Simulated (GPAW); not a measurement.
# A Pb chain with one B atom in line: transmission at several levels, part 2 of 2

How well does a Pb chain with one B atom in line conduct at low bias, and how far do basis and functional move the answer?

GPAW 26.7.0; GPAW LCAO, PAW setups; Landauer transmission from Green's functions with principal layers (ASE), zero bias.

So far, conductance (G₀): step 2 (GPAW, dzp, PBE, GPAW) 2.55; step 3 (basis szp(dzp), PBE, GPAW) 2.56; step 4 (basis sz(dzp), PBE, GPAW) 2.56; step 5 (LDA) 2.56.

### 8. Smearing 0.3, basis szp(dzp), temperature 700

Smearing helps the SCF of a metal converge, but it blurs occupations at band edges near the Fermi level. A smaller basis is cheaper in every inversion. Temperature enters only through the Fermi window.

This step: GPAW LCAO, PAW setups; Landauer transmission from Green's functions with principal layers (ASE), zero bias (GPAW 26.7.0).

run.py reads:

```python
import json
import numpy as np
from ase import Atoms
from ase.transport.calculators import TransportCalculator
from gpaw import GPAW, FermiDirac
from gpaw.lcao.tools import get_lcao_hamiltonian
from scipy.linalg import eigh

# The junction with lead layers at both ends, along the third cell vector
device = Atoms(
    ['Pb', 'Pb', 'Pb', 'Pb', 'Pb', 'B', 'Pb', 'Pb', 'Pb', 'Pb', 'Pb'],
    positions=[
        [4.50000, 4.50000, 1.45000],
        [4.50000, 4.50000, 4.35000],
        [4.50000, 4.50000, 7.25000],
        [4.50000, 4.50000, 10.15000],
        [4.50000, 4.50000, 13.05000],
        [4.50000, 4.50000, 15.24890],
        [4.50000, 4.50000, 17.44780],
        [4.50000, 4.50000, 20.34780],
        [4.50000, 4.50000, 23.24780],
        [4.50000, 4.50000, 26.14780],
        [4.50000, 4.50000, 29.04780]],
    cell=[[9.0, 0.0, 0.0], [0.0, 9.0, 0.0], [0.0, 0.0, 30.4978]],
    pbc=True)

# One principal layer of the lead: the first 3 atoms of the device
lead = Atoms(
    ['Pb', 'Pb', 'Pb'],
    positions=[
        [4.50000, 4.50000, 1.45000],
        [4.50000, 4.50000, 4.35000],
        [4.50000, 4.50000, 7.25000]],
    cell=[[9.0, 0.0, 0.0], [0.0, 9.0, 0.0], [0.0, 0.0, 8.7]],
    pbc=True)

settings = dict(mode='lcao', basis='szp(dzp)', xc='PBE', h=0.2,
                occupations=FermiDirac(0.3), maxiter=250,
                mixer=dict(beta=0.1, nmaxold=8, weight=100.0),
                convergence=dict(density=0.0001))
energies = np.arange(-3, 3 + 1e-9, 0.075)
eta = 0.0001
n1, n2 = 1, 1
# k and -k transmit alike, so half of the mesh across the current serves
mesh = [(i, j) for i in range(n1) for j in range(n2) if (i, j) <= (-i % n1, -j % n2)]
weights = np.array([1 if (i, j) == (-i % n1, -j % n2) else 2 for i, j in mesh]) / (n1 * n2)

# [... helper functions left out ...]
fermi_lead = ground_state(lead, (1, 1, 13), 'lead.txt')
fermi_device = ground_state(device, (1, 1, 3), 'device.txt')
# [... loop over the mesh left out, but for ...]
        # Shift the lead onto the potential of the device's first layer
        shift = ((H[:, 0, 0] - H0[:, 0, 0]) / S0[0, 0]).real.mean()
# [...]
kT = 8.617333e-5 * 700
bias = [0.1, 0.2, 0.5, 1.0, 1.5, 2.0]
# [... integrals and printing left out ...]
```

On the command line:

```sh
$ OMP_NUM_THREADS=1 OPENBLAS_NUM_THREADS=1 python run.py
```

The log of the run:

```text
basis functions: device 149, principal layer 42
Fermi level: lead -2.6261 eV, device -2.7418 eV; lead shifted by -0.0017 eV
largest coupling past the next layer 2.75e-08 eV, largest misfit of the first layer 0.021 eV
  E-E_F (eV)   T (one spin)  [channel counts left out]
    -3.000    6.1520e-11
    -2.925    1.0164e-10
    -2.850    1.8670e-10
    -2.775    3.9296e-10
    -2.700    9.9975e-10
    -2.625    3.4251e-09
    -2.550    2.0901e-08
    -2.475    9.2090e-07
    -2.400    9.5409e-01
    -2.325    9.3343e-01
    -2.250    9.1193e-01
    -2.175    8.9199e-01
    -2.100    8.7375e-01
    -2.025    8.5710e-01
    -1.950    8.4190e-01
    -1.875    8.2799e-01
[...]
2.475    1.7287e+00
     2.550    1.5523e+00
     2.625    1.3377e+00
     2.700    1.0706e+00
     2.775    7.2957e-01
     2.850    5.8130e-01
     2.925    5.8034e-01
     3.000    5.7940e-01
conductance at 700 K: 2.4917 G0 a cell; thermopower -0.6485 uV/K
current from the zero-bias T(E) at 0.1 V: 19.307 uA
current from the zero-bias T(E) at 0.2 V: 38.62 uA
current from the zero-bias T(E) at 0.5 V: 96.655 uA
current from the zero-bias T(E) at 1.0 V: 192.98 uA
current from the zero-bias T(E) at 1.5 V: 278.62 uA
current from the zero-bias T(E) at 2.0 V: 345.44 uA
```

Wall time 34 s (1 thread of Arm Neoverse V1, shared host); peak memory 1 GiB.

The run finished with changed settings (width = 0.3, basis = "szp(dzp)" and temperature = 700); it serves as a test.

The two runs compared:

| quantity | this run | sound run | difference |
| --- | --- | --- | --- |
| conductance (G₀) | 2.4917 | 2.5535 | -0.0618 |
| largest coupling past the next principal layer (eV) | 2.749e-8 | 2.756e-8 | -6.6e-11 |
| largest misfit of the first principal layer (eV) | 0.021049 | 0.023805 | -0.00276 |
| shift that aligns the lead (eV) | -0.0016564 | 0.020629 | -0.0223 |
| basis functions of the junction | 149 | 243 | -94 |
| basis functions of a principal layer | 42 | 69 | -27 |
| transmission at the Fermi level (one spin) | 2.4896 | 2.5561 | -0.0665 |

### 9. A second varied run

A last run, with other settings again.

run.py: that of step 8 with these lines changed.

```diff
@@ -36,4 +36,4 @@
 
-settings = dict(mode='lcao', basis='szp(dzp)', xc='PBE', h=0.2,
-                occupations=FermiDirac(0.3), maxiter=250,
+settings = dict(mode='lcao', basis='DZP', xc='PBE', h=0.2,
+                occupations=FermiDirac(0.1), maxiter=60,
                 mixer=dict(beta=0.1, nmaxold=8, weight=100.0),
@@ -54,3 +54,3 @@
 # [...]
-kT = 8.617333e-5 * 700
+kT = 8.617333e-5 * 200
 bias = [0.1, 0.2, 0.5, 1.0, 1.5, 2.0]
```

The log of the run:

```text
FileNotFoundError: Could not find required basis set file "Pb.DZP.basis".
```

It took 0.96 s on 1 thread; peak memory 0.1 GiB.

The program refused the input before any cycle.

The program's message: “FileNotFoundError: Could not find required basis set file "Pb.DZP.basis".”

The change that led to it: basis = "DZP".

### 10. Results

```yaml
conductance: 2.55 G₀
transmission_at_the_fermi_level_mean_of_the_spins: 2.56
thermopower: about 0 (under 1.5 μV/K)
```

In the dzp basis the junction conducts 2.55 G₀ at 200 K, with T = 2.56 a spin at the Fermi level; the sz basis reaches that conductance within 10 %. At the Fermi level the three most open eigenchannels pass 0.95, 0.95 and 0.66. Measured against the first run (dzp), the nearest curve is that of dzp-LDA (r.m.s. 0.035) and the farthest that of sz (0.13). Over the compared runs wall time goes from 27 s (sz) to 40 s (dzp), on a shared host. The geometry was built from estimated bond lengths and not relaxed, so the numbers describe this model structure. The run had no spin polarisation, so a magnetic state, which chains and small molecules with open shells often have, wasn't tested. Spin-orbit coupling is left out, which matters for the heavy atoms here. An evenly spaced straight chain is an idealisation: free chains tend to dimerise, zigzag or, where a band edge lies near the Fermi level, turn magnetic. The currents use the zero-bias T(E) throughout, which holds only while the bias is small against the distance to the nearest feature. The energy step is wider than the thermal energy, so the conductance and thermopower rest on interpolation of T(E).

[Logs are printed without paths, hosts, clocks, repeated set-up lines and the standing remarks that a program may print on its own settings, such as how far it seeks lower states.]

[Hosts, paths, dates, database ids (printed as entryN), source tags and the programs' standing remarks are cut or masked in the printed files.]
